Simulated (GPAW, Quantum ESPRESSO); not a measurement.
## C K ELNES/XANES of HfC (Fm-3m) from DFT

Aim: the C K edge of HfC (Fm-3m) by two routes, a Lanczos recursion (XSpectra) and a sum over empty bands (GPAW), to see which features are robust.

Calculated with Quantum ESPRESSO 7.5; core-hole supercells, plane-wave PAW LDA, without spin-orbit coupling (first program; GPAW 26.7.0 follows as the second).

The database entry behind the starting cell differs from later determinations by our own check (about 0.2 % long), so it need not match the best structure at ambient conditions.

### 1. Starting point

The structure is cubic, space group Fm-3m (No. 225). Conventional cell: a = 4.650 Å, b = 4.650 Å, c = 4.650 Å, α = 90.00°, β = 90.00°, γ = 90.00°. Hf has 6 C at 2.33 Å nearest. Nearest to C lie 6 Hf at 2.33 Å. Farther neighbours are not listed.

### 2. The field without a hole (Quantum ESPRESSO)

The ground state comes first: it tells whether the system has a gap, which decides how the excited electron is treated.

The input, scf.in:

```
&control
   calculation='scf', prefix='x', pseudo_dir='../pp', outdir='tmp', tprnfor=.true.
/
&system
   ibrav=0, nat=2, ntyp=2, nbnd=12
   ecutwfc=46, ecutrho=400
   occupations='smearing', smearing='mv', degauss=0.015
/
&electrons
   conv_thr=2.0e-08, electron_maxstep=120
   mixing_beta=0.5
/
ATOMIC_SPECIES
Hf 1.0 Hf.lda-spn-kjpaw.UPF
C3 1.0 C.lda-n-kjpaw.UPF
CELL_PARAMETERS angstrom
  0.00000000 2.32500000 2.32500000
  2.32500000 0.00000000 2.32500000
  2.32500000 2.32500000 0.00000000
ATOMIC_POSITIONS crystal
Hf   0.50000000 0.50000000 0.50000000
C3   0.00000000 0.00000000 0.00000000
K_POINTS automatic
10 10 10 0 0 0
```

The input, Hf.lda-spn-kjpaw.ld1.in:

```
&input
   title='Hf', zed=72., rel=1, iswitch=3, dft='PZ',
   config='[Xe] 4f14 6s2 6p0 5d2'
/
&inputp
   file_pseudopw='Hf.lda-spn-kjpaw.UPF', author='',
   lpaw=.true.,
   pseudotype=3,
   lloc=-1,
   rcloc=1.7,
   which_augfun='PSQ',
   rmatch_augfun_nc=.true.,
   nlcc=.true.,
   new_core_ps=.true.,
   rcore=1.2,
   tm=.true.,
   lgipaw_reconstruction=.true., use_paw_as_gipaw=.true.
/
6
5S  1  0  2.00  0.00  1.00  1.30  0.0
6S  2  0  2.00  0.00  1.00  1.30  0.0
5P  2  1  6.00  0.00  1.10  1.30  0.0
6P  3  1  0.00 -2.20  1.10  1.30  0.0
5D  3  2  2.00  0.00  1.50  1.60  0.0
5D  3  2  0.00  0.05  1.50  1.60  0.0
```

The input, C.lda-n-kjpaw.ld1.in:

```
&input
   title='C', zed=6., rel=1, iswitch=3, dft='PZ',
   config='[He] 2s2 2p2'
/
&inputp
   file_pseudopw='C.lda-n-kjpaw.UPF', author='',
   lpaw=.true.,
   pseudotype=3,
   lloc=-1,
   rcloc=0.9,
   which_augfun='PSQ',
   rmatch_augfun_nc=.true.,
   nlcc=.true.,
   new_core_ps=.true.,
   rcore=0.7,
   tm=.true.,
   lgipaw_reconstruction=.true., use_paw_as_gipaw=.true.
/
4
2S  1  0  2.00  0.00  1.00  1.20  0.0
2S  1  0  0.00  3.00  1.00  1.20  0.0
2P  2  1  2.00  0.00  0.90  1.40  0.0
2P  2  1  0.00  0.05  0.90  1.40  0.0
```

On the command line:

```bash
OMP_NUM_THREADS=1 mpirun --oversubscribe --bind-to none -np 4 pw.x -nk 4 -in scf.in > scf.out
```

The log of the run:

```text
     [... banner and references ...]
using ibrav=0 with symmetry is DISCOURAGED, use correct ibrav instead

     G-vector sticks info
     --------------------

     Using Slab Decomposition

     bravais-lattice index     =            0
     lattice parameter (alat)  =       6.2135  a.u.
     unit-cell volume          =     169.6272 (a.u.)^3
     number of atoms/cell      =            2
     number of atomic types    =            2
     number of electrons       =        16.00
     number of Kohn-Sham states=           12
     kinetic-energy cutoff     =      46.0000  Ry
     charge density cutoff     =     400.0000  Ry
     scf convergence threshold =      2.0E-08
     mixing beta               =       0.5000
     number of iterations used =            8  plain     mixing
     Exchange-correlation= SLA  PZ   NOGX NOGC
                           (   1   1   0   0   0   0   0)

     celldm(1)=   6.213507  celldm(2)=   0.000000  celldm(3)=   0.000000
     celldm(4)=   0.000000  celldm(5)=   0.000000  celldm(6)=   0.000000

     crystal axes: (cart. coord. in units of alat)
               a(1) = (   0.000000   0.707107   0.707107 )
               a(2) = (   0.707107   0.000000   0.707107 )
               a(3) = (   0.707107   0.707107   0.000000 )

     reciprocal axes: (cart. coord. in units 2 pi/alat)
               b(1) = ( -0.707107  0.707107  0.707107 )
               b(2) = (  0.707107 -0.707107  0.707107 )
               b(3) = (  0.707107  0.707107 -0.707107 )

     PseudoPot. #1 for Hf:     Pseudo is Projector augmented-wave + core cor, Zval = 12.0

     ../pp/C.lda-n-kjpaw.UPF
     Pseudo is Projector augmented-wave + core cor, Zval =  4.0
     Shape of augmentation charge: PSQ
     Using radial grid of 1073 points,  4 beta functions with:
                l(1) =   0
                l(2) =   0
                l(3) =   1
                l(4) =   1
     Q(r) pseudized with 0 coefficients

     atomic species   valence    mass     pseudopotential
     Hf               12.00     1.00000     Hf( 1.00)
     C3                4.00     1.00000     C ( 1.00)

     48 Sym. Ops., with inversion, found

   Cartesian axes

     site n.     atom                  positions (alat units)
         1        Hf     tau(   1) = (   0.7071068   0.7071068   0.7071068  )
         2        C3     tau(   2) = (   0.0000000   0.0000000   0.0000000  )

     number of k points=    47  Marzari-Vanderbilt smearing, width (Ry)=  0.0150
                       cart. coord. in units 2pi/alat
        k(    1) = (   0.0000000   0.0000000   0.0000000), wk =   0.0020000
        k(    2) = (   0.0707107   0.0707107  -0.0707107), wk =   0.0160000
        k(    3) = (   0.1414214   0.1414214  -0.1414214), wk =   0.0160000
        k(    4) = (   0.2121320   0.2121320  -0.2121320), wk =   0.0160000
        k(    5) = (   0.2828427   0.2828427  -0.2828427), wk =   0.0160000
[...]
k(   45) = (  -0.1414214  -0.4242641   0.7071068), wk =   0.0480000
        k(   46) = (  -0.0707107  -0.3535534   0.6363961), wk =   0.0480000
        k(   47) = (  -0.7071068   0.2828427   0.0000000), wk =   0.0240000

     Dense  grid:    22995 G-vectors     FFT dimensions: (  40,  40,  40)

     Smooth grid:     7119 G-vectors     FFT dimensions: (  27,  27,  27)

     Initial potential from superposition of free atoms

     starting charge      15.9984, renormalised to      16.0000
     Starting wfcs are   14 randomized atomic wfcs
     Checking if some PAW data can be deallocated...

     per-process dynamical memory:    24.9 Mb

     Self-consistent Calculation

     iteration #  1     ecut=    46.00 Ry     beta= 0.50
     Davidson diagonalization with overlap
     ethr =  1.00E-02,  avg # of iterations =  2.3

     total energy              =    -695.97652784 Ry
     estimated scf accuracy    <       0.61288895 Ry

     iteration #  2     ecut=    46.00 Ry     beta= 0.50
[...]
estimated scf accuracy    <       0.00000002 Ry

     iteration # 19     ecut=    46.00 Ry     beta= 0.50
     Davidson diagonalization with overlap
     ethr =  1.43E-10,  avg # of iterations =  1.4

     End of self-consistent calculation

          k = 0.0000 0.0000 0.0000 (   893 PWs)   bands (ev):

   -45.9713 -14.4095 -14.4095 -14.4095   2.9338  15.9771  15.9771  15.9771
    16.4031  16.4031  16.4031  18.4310

          k = 0.0707 0.0707-0.0707 (   908 PWs)   bands (ev):

   -45.9675 -14.4793 -14.4167 -14.4167   3.1850  14.6557  15.0300  15.0300
    16.8024  16.8024  17.1405  19.4965

          k = 0.1414 0.1414-0.1414 (   914 PWs)   bands (ev):

   -45.9573 -14.6567 -14.4345 -14.4345   3.8880  12.9118  13.8238  13.8238
    17.5357  17.5357  17.6695  21.4598

          k = 0.2121 0.2121-0.2121 (   893 PWs)   bands (ev):

   -45.9446 -14.8665 -14.4555 -14.4555   4.9089  11.2184  12.8852  12.8852
    18.3382  18.6012  18.6012  23.5667

          k = 0.2828 0.2828-0.2828 (   887 PWs)   bands (ev):

   -45.9343 -15.0308 -14.4727 -14.4727   6.0435   9.7422  12.3034  12.3034
    19.4497  19.7441  19.7441  23.0658

          k =-0.3536-0.3536 0.3536 (   886 PWs)   bands (ev):

[...]
k = 0.1414-0.0000 0.0000 (   901 PWs)   bands (ev):

[...]
k = 0.2121 0.0707-0.0707 (   901 PWs)   bands (ev):

[...]
k =-0.2828-0.4243 0.4243 (   893 PWs)   bands (ev):

[...]
k =-0.2121-0.3536 0.3536 (   891 PWs)   bands (ev):

[...]
k =-0.1414-0.2828 0.2828 (   895 PWs)   bands (ev):

[...]
k =-0.0707-0.2121 0.2121 (   900 PWs)   bands (ev):

[...]
k = 0.0000-0.1414 0.1414 (   907 PWs)   bands (ev):

[...]
k = 0.2828-0.0000 0.0000 (   889 PWs)   bands (ev):

[...]
k = 0.0000-0.2828 0.2828 (   909 PWs)   bands (ev):

[...]
k = 0.4950 0.0707-0.0707 (   887 PWs)   bands (ev):

[...]
k = 0.5657-0.0000 0.0000 (   886 PWs)   bands (ev):

[...]
k = 0.0000-0.5657 0.5657 (   894 PWs)   bands (ev):

[...]
k =-0.7071 0.0000 0.0000 (   894 PWs)   bands (ev):

[...]
k = 0.2828 0.1414 0.0000 (   891 PWs)   bands (ev):

[...]
k = 0.3536 0.2121-0.0707 (   893 PWs)   bands (ev):

[...]
k = 0.4243 0.1414-0.0000 (   886 PWs)   bands (ev):

[...]
k = 0.0000-0.2828 0.4243 (   888 PWs)   bands (ev):

[...]
k =-0.0707-0.4950 0.6364 (   895 PWs)   bands (ev):

[...]
k = 0.0000-0.4243 0.5657 (   897 PWs)   bands (ev):

[...]
k =-0.7071 0.1414 0.0000 (   904 PWs)   bands (ev):

[...]
k =-0.1414-0.4243 0.7071 (   896 PWs)   bands (ev):

   -45.9203 -14.9050 -14.7469 -14.6000   5.6545  11.2619  12.5195  12.8168
    17.6736  19.7468  21.5057  22.0172

          k =-0.0707-0.3536 0.6364 (   900 PWs)   bands (ev):

   -45.9182 -14.8737 -14.7980 -14.6216   5.7071  11.4280  12.4127  12.7307
    18.6080  18.6513  21.5926  22.6236

          k =-0.7071 0.2828 0.0000 (   892 PWs)   bands (ev):

   -45.9169 -14.8863 -14.7733 -14.6557   5.5286  12.3017  12.4076  12.4871
    17.6437  19.6284  21.7430  21.9465

     the Fermi energy is    15.0473 ev

!    total energy              =    -696.21471794 Ry
     total all-electron energy =    -30214.789046 Ry
     estimated scf accuracy    <          4.6E-09 Ry
     smearing contrib. (-TS)   =      -0.00006251 Ry
     internal energy E=F+TS    =    -696.21465543 Ry

     The total energy is F=E-TS. E is the sum of the following terms:
     one-electron contribution =      -5.92079422 Ry
     hartree contribution      =      13.03129444 Ry
     xc contribution           =     -45.86891687 Ry
     ewald contribution        =     -95.38758228 Ry
     one-center paw contrib.   =    -562.06865651 Ry

     convergence has been achieved in  19 iterations

     Forces acting on atoms (cartesian axes, Ry/au):

     atom    1 type  1   force =     0.00000000    0.00000000    0.00000000
     atom    2 type  2   force =     0.00000000    0.00000000    0.00000000

     Total force =     0.000000     Total SCF correction =     0.000000

     XML data file, charge density, pseudopotentials, collected wavefunctions

=------------------------------------------------------------------------------=
   JOB DONE.
=------------------------------------------------------------------------------=
```

Elapsed: 6.4 s, on 4 MPI ranks of Arm Neoverse V1, shared host; peak memory 0.07 GiB.

Absorbing atoms carry a label of their own (element plus a letter or digit), as the spectrum program needs them as separate species.

The mesh shows no gap, so the system is treated as a metal and the core electron is put at the Fermi level (neutral cell).

### 3. Spectrum without a core hole, C atom 2 (Quantum ESPRESSO)

This cheap baseline ignores the attraction of the hole: it shows the absorber's empty states as they are in the ground state.

The absorber has 6 Hf at 2.33 Å (octahedral, site symmetry m-3m).

The input, xspectra.in:

```
&input_xspectra
   calculation='xanes_dipole', edge='K'
   prefix='x', outdir='tmp', xiabs=2, xe0=15.0473
   xonly_plot=.false., x_save_file='xanes.sav'
   xniter=3000, xcheck_conv=20, xerror=0.005
   xcoordcrys=.false., xepsilon(1)=1, xepsilon(2)=0, xepsilon(3)=0
/
&plot
   xnepoint=413, xemin=-10, xemax=45, terminator=.true., cut_occ_states=.true.
   xgamma=0.4
/
&pseudos
   filecore='../C.wfc'
/
&cut_occ
   cut_desmooth=0.1, cut_stepl=0.05, cut_stepu=0.05, cut_ierror=1e-5
/
11 11 11 0 0 0
```

On the command line:

```bash
OMP_NUM_THREADS=1 mpirun --oversubscribe --bind-to none -np 4 xspectra.x -nk 4 -in xspectra.in > xspectra.out
```

The log of the run:

```text
     [... banner and references ...]
Reading input_file

     calculation: xanes_dipole

     xepsilon  [cartesian coordinates]:   1.000000   0.000000   0.000000

     xonly_plot: FALSE
        => complete calculation: Lanczos + spectrum plot

     filecore (core-wavefunction file): ../C.wfc

     main plot parameters:
        cut_occ_states: TRUE
        gamma_mode:  constant
        -> using xgamma [eV]:  0.40
        xemin [eV]: -10.00
        xemax [eV]:  45.00
        xnepoint:  413
        xe0 [eV]:  15.047300 (energy zero read in input file)

[...]
Results of STEP 1 successfully written in x_save_file
     x_save_file name:
     ->  xanes.sav
     x_save_file version:  2

     ... End STEP 1 ...

     ... Begin STEP 2 ...

     The spectrum is calculated using the following parameters:
        xe0 [eV]:   15.0473
        the occupied states are elimintate from the spectrum
        xemin [eV]: -10.00
        xemax [eV]:  45.00
        xnepoint:  413
        constant broadening parameter [eV]:    0.400
        Core level energy [eV]:  -284.2
         (from electron binding energy of neutral atoms in X-ray data booklet)

     Cross-section successfully written in xanes.dat

     ... End STEP 2 ...

                                END JOB XSpectra
```

It took 35 s on 4 MPI ranks; peak memory 0.13 GiB.

The C K spectrum, C atom 2, no core hole (energy from the energy zero of the input (xe0, at the border of filled and empty states); intensity scaled to a mean of 1 over the first 20 eV; the points at xe0, where the cut of filled states can leave a spike, are interpolated):

```
E (eV)  intensity
 -2.00       0.05
 -1.25       0.07
 -0.50       0.16
  0.25       0.45
  1.00       0.55
  1.75       0.57
  2.50       0.69
  3.25       0.76
  4.00       0.86
  4.75       0.95
  5.50       1.22
  6.25       1.07
  7.00       0.80
  7.75       0.90
  8.50       1.08
  9.25       1.11
 10.00       1.22
 10.75       1.62
 11.50       2.05
 12.25       2.11
 13.00       2.23
 13.75       1.61
 14.50       1.20
 15.25       0.78
 16.00       0.76
 16.75       0.94
 17.50       0.59
 18.25       0.26
 19.00       0.20
 19.75       0.30
 20.50       0.41
 21.25       0.43
 22.00       0.29
 22.75       0.27
 23.50       0.50
 24.25       0.71
 25.00       0.44
 25.75       0.57
 26.50       0.85
 27.25       1.17
 28.00       1.62
 28.75       1.75
 29.50       1.44
 30.25       0.96
 31.00       0.68
 31.75       0.64
```

Main maxima below 24 eV (height): 5.5 eV (1.22), 9.8 eV (1.28), 11.2 eV (2.17), 12.4 eV (2.25), 13.1 eV (2.25) and 16.7 eV (0.94). A K edge sees empty p states; the first features are C p mixed into the empty d states of the Hf neighbours, and the broad ones above probably into the cations' higher empty bands.

### 4. Another broadening

The final state's lifetime shortens with energy, so measured features broaden above the edge; the saved Lanczos coefficients are redrawn with a width that grows.

The input, xspectra_plot.in:

```
&input_xspectra
   calculation='xanes_dipole', edge='K'
   prefix='x', outdir='tmp', xiabs=2, xe0=15.0473
   xonly_plot=.true., x_save_file='xanes.sav'
   xniter=3000, xcheck_conv=20, xerror=0.005
   xcoordcrys=.false., xepsilon(1)=1, xepsilon(2)=0, xepsilon(3)=0
/
&plot
   xnepoint=413, xemin=-10, xemax=45, terminator=.true., cut_occ_states=.true.
   gamma_mode='variable', gamma_energy(1)=4, gamma_energy(2)=25, gamma_value(1)=0.3, gamma_value(2)=2.5
/
&pseudos
   filecore='../C.wfc'
/
&cut_occ
   cut_desmooth=0.1, cut_stepl=0.05, cut_stepu=0.05, cut_ierror=1e-5
/
11 11 11 0 0 0
```

On the command line:

```bash
OMP_NUM_THREADS=1 xspectra.x -in xspectra_plot.in > xspectra_plot.out
```

The log of the run:

```text
     [... banner and references ...]
Reading input_file
     -------------------------------------------------------------------------

     calculation: xanes_dipole

     xonly_plot: TRUE
        => only the spectrum plot

     main plot parameters:
        cut_occ_states: TRUE
        gamma_mode:  variable
        -> first, constant up to point ( 4.00, 0.30) [eV]
        -> then, linear up to point (25.00, 2.50) [eV]
        -> finally, constant up to xemax
        xemin [eV]: -10.00
        xemax [eV]:  45.00
        xnepoint:  413
[...]
xemin [eV]: -10.00
        xemax [eV]:  45.00
        xnepoint:  413
        energy-dependent broadening parameter:
         -> first, constant up to point ( 4.00, 0.30) [eV]
         -> then, linear up to point (25.00, 2.50) [eV]
         -> finally, constant up to xemax
        Core level energy [eV]:  -284.2
         (from electron binding energy of neutral atoms in X-ray data booklet)

     Cross-section successfully written in xanes.dat

     -------------------------------------------------------------------------
                                END JOB XSpectra
     -------------------------------------------------------------------------
[key lines of the parts left out:]
Fermi level [eV]:  15.2343
```

Elapsed: 11 s, on 1 MPI rank; peak memory 0.13 GiB.

With a Lorentzian half width 0.3 eV up to 4 eV, rising linearly to 2.5 eV at 25 eV, the maxima are 1.3 eV (0.64), 2.4 eV (0.74), 4.2 eV (0.92), 5.5 eV (1.21) and 12.3 eV (1.77).

### 5. Reference energy of the supercell (Quantum ESPRESSO)

The photon energy needs a difference of total energies, so the cell and mesh of the coming hole run are first run without a hole.

The input, scf.in:

```
&control
   calculation='scf', prefix='x', pseudo_dir='../pp', outdir='tmp', tprnfor=.true.
/
&system
   ibrav=0, nat=16, ntyp=2, nbnd=79
   ecutwfc=46, ecutrho=400
   occupations='smearing', smearing='mv', degauss=0.015
/
&electrons
   conv_thr=1.6e-07, electron_maxstep=120
   mixing_beta=0.5
/
ATOMIC_SPECIES
Hf 1.0 Hf.lda-spn-kjpaw.UPF
C 1.0 C.lda-n-kjpaw.UPF
CELL_PARAMETERS angstrom
  0.00000000 4.65000000 4.65000000
  4.65000000 0.00000000 4.65000000
  4.65000000 4.65000000 0.00000000
ATOMIC_POSITIONS crystal
Hf   0.25000000 0.25000000 0.25000000
Hf   0.25000000 0.25000000 0.75000000
Hf   0.25000000 0.75000000 0.25000000
Hf   0.75000000 0.25000000 0.25000000
Hf   0.25000000 0.75000000 0.75000000
Hf   0.75000000 0.25000000 0.75000000
Hf   0.75000000 0.75000000 0.25000000
Hf   0.75000000 0.75000000 0.75000000
C    0.00000000 0.00000000 0.00000000
C    0.00000000 0.00000000 0.50000000
C    0.00000000 0.50000000 0.00000000
C    0.50000000 0.00000000 0.00000000
C    0.00000000 0.50000000 0.50000000
C    0.50000000 0.00000000 0.50000000
C    0.50000000 0.50000000 0.00000000
C    0.50000000 0.50000000 0.50000000
K_POINTS automatic
5 5 5 0 0 0
```

On the command line:

```bash
OMP_NUM_THREADS=1 mpirun --oversubscribe --bind-to none -np 4 pw.x -nk 4 -in scf.in > scf.out
```

The log of the run:

```text
     [... banner and references ...]
[banner, memory and clock lines left out]
Found identity + (  0.0000  0.0000 -0.5000) symmetry
     This is a supercell, fractional translations are disabled
     using ibrav=0 with symmetry is DISCOURAGED, use correct ibrav instead

     G-vector sticks info

     bravais-lattice index     =            0
     lattice parameter (alat)  =      12.4270  a.u.
     unit-cell volume          =    1357.0175 (a.u.)^3
[...]
atom    3 type  1   force =    -0.00000000   -0.00000293    0.00000000
[...]
atom   15 type  2   force =     0.00000000   -0.00000000    0.00000000
     atom   16 type  2   force =     0.00000000    0.00000000   -0.00000000

     Total force =     0.000007     Total SCF correction =     0.000027
     SCF correction compared to forces is large: reduce conv_thr to get better values

     XML data file, charge density, pseudopotentials, collected wavefunctions
[key lines of the parts left out:]
!    total energy              =   -5569.71774357 Ry
the Fermi energy is    15.0474 ev
convergence has been achieved in  16 iterations
```

Run time: 99 s. Hardware: 4 MPI ranks; peak memory 0.34 GiB.

Reference energy: -3288745.180 eV with the cores included.

(Part 1 of 4 ends here.)

[Banner, clock and machine lines of the logs are left out without a mark of their own.]

[Logs are printed without paths, hosts, clocks, repeated set-up lines and the standing remarks that a program may print on its own settings, such as how far it seeks lower states.]

[Hosts, paths, dates, database ids (printed as entryN), source tags and the programs' standing remarks are cut or masked in the printed files.]

[Lists of maxima count a maximum above −3 eV only where it reaches 4 % of the highest in the window and stands out from its surroundings by 2 % of it (1.5 % where it reaches 55 %); shoulders and weaker maxima are passed over, and of the rest the first, up to two pre-edge ones and the few strongest are named.]
